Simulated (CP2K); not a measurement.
Two runs for the C K edge of 2-formylimidazole. Run A: CP2K XAS_TDP, all-electron GAPW, PBEh(45%), aug-cc-pVDZ, TDA, no relativity. Run B differs in one setting.

First lines with a strength over 0.0015. A:

| atom | energy (eV) | states | strength, one atom |
| --- | --- | --- | --- |
| C2 (bonded to C, O and H) | 281.63 | 1 | 0.0593 |
|  | 286.38 | 1 | 0.0152 |
|  | 287.32 | 1 | 0.0080 |
|  | 287.59 | 1 | 0.0051 |
|  | 288.36 | 1 | 0.0069 |
| C3 (bonded to C and 2 N) | 282.43 | 1 | 0.0274 |
|  | 285.23 | 1 | 0.0337 |
|  | 286.77 | 1 | 0.0037 |
|  | 286.97 | 1 | 0.0051 |
|  | 287.14 | 1 | 0.0030 |
| C5 (bonded to C, N and H) | 282.51 | 1 | 0.0513 |
|  | 283.15 | 1 | 0.0052 |
|  | 285.02 | 1 | 0.0059 |
|  | 285.45 | 1 | 0.0047 |
|  | 286.06 | 1 | 0.0024 |
| C6 (bonded to C, N and H) | 282.24 | 1 | 0.0476 |
|  | 284.79 | 1 | 0.0079 |
|  | 285.00 | 1 | 0.0116 |
|  | 285.92 | 1 | 0.0040 |
|  | 286.62 | 1 | 0.0018 |

B:

| atom | energy (eV) | states | strength, one atom |
| --- | --- | --- | --- |
| C2 (bonded to C, O and H) | 288.19 | 1 | 0.0580 |
|  | 292.93 | 1 | 0.0149 |
|  | 293.88 | 1 | 0.0079 |
|  | 294.14 | 1 | 0.0050 |
|  | 294.92 | 1 | 0.0068 |
| C3 (bonded to C and 2 N) | 287.82 | 1 | 0.0269 |
|  | 290.63 | 1 | 0.0330 |
|  | 292.17 | 1 | 0.0037 |
|  | 292.37 | 1 | 0.0050 |
|  | 292.54 | 1 | 0.0030 |
| C5 (bonded to C, N and H) | 288.22 | 1 | 0.0503 |
|  | 288.86 | 1 | 0.0051 |
|  | 290.73 | 1 | 0.0058 |
|  | 291.16 | 1 | 0.0046 |
|  | 291.77 | 1 | 0.0023 |
| C6 (bonded to C, N and H) | 287.83 | 1 | 0.0466 |
|  | 290.38 | 1 | 0.0077 |
|  | 290.59 | 1 | 0.0114 |
|  | 291.50 | 1 | 0.0039 |
|  | 292.21 | 1 | 0.0018 |

Question: Which was it: the functional, the basis, GW2X switched on, scalar relativity switched on?

GW2X switched on. GW2X shifts an atom's lines together and keeps their spacings. Against PBEh(45%) in aug-cc-pVDZ, the leading lines move by +6.56 eV (C2, to 288.19), +5.39 eV (C3, to 287.82), +5.71 eV (C5, to 288.22) and +5.59 eV (C6, to 287.83).

[Hosts, paths, dates, database ids (printed as entryN), source tags and the programs' standing remarks are cut or masked in the printed files.]
